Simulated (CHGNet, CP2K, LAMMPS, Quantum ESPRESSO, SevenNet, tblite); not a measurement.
# Pressure against volume in a static frame of aqueous Cs+ and SO4 2-, 1.9 mol of salt per kg of water from 330 K (94 atoms), QE, PBE+D3(BJ)

Density of this cell: 1.52 g/cm³. The cell holds 94 atoms: 33 O, 1 S, 58 H and 2 Cs. Cell: a = 9.892 Å, b = 9.892 Å, c = 9.892 Å, α = 90.0°, β = 90.0°, γ = 90.0°. 29 H2O, 2 Cs+, 1 SO4 2- placed at random, at 1.52 g/cm³; overlaps pushed apart, then 10 ps at 420 K with Joung-Cheatham ions (J. Phys. Chem. B 112, 9020 (2008)); MMFF94 bonds, angles, torsions, charges and radii (Halgren, J. Comput. Chem. 17, 490 (1996)) in harmonic and 12-6 forms; SPC/E water (Berendsen, Grigera and Straatsma, J. Phys. Chem. 91, 6269 (1987)). Snapshot after 20 ps at 330 K and fixed volume. Then the atoms were relaxed with SevenNet 0 in the fixed cell.

Calculated with Quantum ESPRESSO 7.5: PBE+D3(BJ); plane waves, SSSP efficiency, 60/480 Ry; k-points Γ. The unchanged cell has V0 = 10.298 Å³ an atom and P0 = -0.211 GPa. It is scaled evenly, and SevenNet 0 relaxes the atoms at each volume before the single point.

| volume (Å³/atom) | pressure (GPa) |
| --- | --- |
| 9.6798 | 0.5177 |
| 9.9887 | ? |
| 10.607 | -0.6453 |
| 10.915 | -0.8087 |

Task: Fit a second-order expansion in ln V to the rows given and interpolate to the withheld row.

**Working.**

To second order in u = ln(V/V0), P = P0 − B u + ½ B B′ u², with B the bulk modulus at V0 and B′ its pressure derivative. So v = (P − P0)/u is a line in u, with intercept −B and slope ½ B B′.

```
         u   v (GPa)
-0.0618754  -11.7720
 0.0295588  -14.7029
 0.0582689  -10.2628
```

With n = 3: mean u = 0.00865077, mean v = -12.2459, Σ(u − ū)² = 0.0078730, Σ(u − ū)(v − v̄) = 0.013609. Slope b = 0.013609 / 0.0078730 = 1.7286; intercept a = v̄ − b ū = -12.261.

So B = 12.3 GPa and B′ = 2b/B = 0.28. At the withheld volume u = -0.03046, v = a + b u = -12.31 GPa, and P = P0 + u v.

Prediction at 9.9887: 0.1644 GPa. The run gave 0.321 GPa, so the fit is low by 0.16 GPa (49 % of the value).

B′ = 0.28 rests on three points, and the miss at the fourth puts it in doubt. Among the rows given, the largest miss of the fit is at 10.915, by 0.11 GPa (8.3 % of the range of the table).

Limits: Static cells at zero temperature, with the cell shape held. The atoms follow SevenNet 0, not this level's own minimum.

[Logs are printed without paths, hosts, clocks, repeated set-up lines and the standing remarks that a program may print on its own settings, such as how far it seeks lower states.]

[Hosts, paths, dates, database ids (printed as entryN), source tags and the programs' standing remarks are cut or masked in the printed files.]

[The MMFF94 radii named for the starting cell were scaled by 0.96; in molecules described by MMFF94, hydrogen bound to N, O or S took a small fixed 12-6 site in their place.]
